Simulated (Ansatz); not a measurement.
# Cutoff, mesh or smearing: what limits a work function? Sr(100), Mo(100), Ru(0001), Pd(110), Ta(111) and Pb(100)

One slab of each metal is run with one setting changed at a time. Which setting moves the work function most, and which can be cut?

How it was computed: Ansatz 0.2.0, plane waves with PAW datasets (its set soft_2), PBE; unrelaxed symmetric slabs of 7 layers (11 for bcc (111)), 18 Å of vacuum. The reference has 420 eV, the mesh listed and Fermi-Dirac smearing of 0.1 eV; the other columns give the change in eV.

What came out:

| face | mesh | reference (eV) | 300 eV | 600 eV | mesh × 1/3 | mesh × 2/3 | mesh × 3/2 | Gaussian 0.05 | cold 0.1 | Methfessel-Paxton 0.2 | Fermi-Dirac 0.3 |
| --- | --- | --- | --- | --- | --- | --- | --- | --- | --- | --- | --- |
| Sr(100) | 10×10 | 2.551 | 0.000 | 0.000 | +0.014 | −0.001 | 0.000 | −0.043 | −0.043 | −0.036 | +0.302 |
| Mo(100) | 13×13 | 3.952 | +0.003 | 0.000 | +0.001 | +0.012 | +0.001 | +0.011 | −0.005 | −0.016 | +0.098 |
| Ru(0001) | 17×17 | 5.067 | +0.008 | 0.000 | −0.036 | +0.026 | +0.004 | −0.010 | −0.005 | +0.005 | −0.026 |
| Pd(110) | 11×15 | 4.836 | +0.011 | 0.000 | −0.035 | +0.009 | +0.001 | +0.049 | +0.049 | +0.043 | −0.119 |
| Ta(111) | 10×10 | 3.500 | 0.000 | −0.001 | +0.049 | −0.003 | 0.000 | −0.068 | −0.070 | −0.065 | +0.218 |
| Pb(100) | 12×12 | 3.736 | −0.001 | 0.000 | −0.023 | +0.013 | +0.014 | −0.054 | −0.036 | −0.028 | +0.056 |

**Reading.** The largest change of a row comes from the hot smearing on 5 faces, from the coarsest mesh on 1 and from another setting on 0. Runs at 200 eV and on a still coarser mesh, made as deliberately poor settings, are not listed. 600 eV moves no value by more than 0.001 eV, and 300 eV none by more than 0.011 eV. A mesh with a third of the points along each axis is off by up to 0.05 eV (Ta(111)) and two thirds by up to 0.026 eV; three halves still move Pb(100) by 0.014 eV, so the reference mesh is not converged beyond that. The three narrow or corrected schemes, nearer to zero temperature, lie −0.07 to +0.05 eV from the reference on average: on Ta(111) they agree with each other, so the reference's own smearing of 0.1 eV is an error there, larger than that of cutoff or of the two finer meshes. Fermi-Dirac smearing of 0.3 eV, an electron temperature near 3,500 K, moves Sr(100) by 0.30 eV.

What the numbers leave out: Where those three schemes disagree, their widths or the mesh may be the cause; they were not run on a finer mesh. One setting changes at a time, and errors need not add; the faces are unrelaxed and unreconstructed. The table is a selection: not every member that was run is listed.
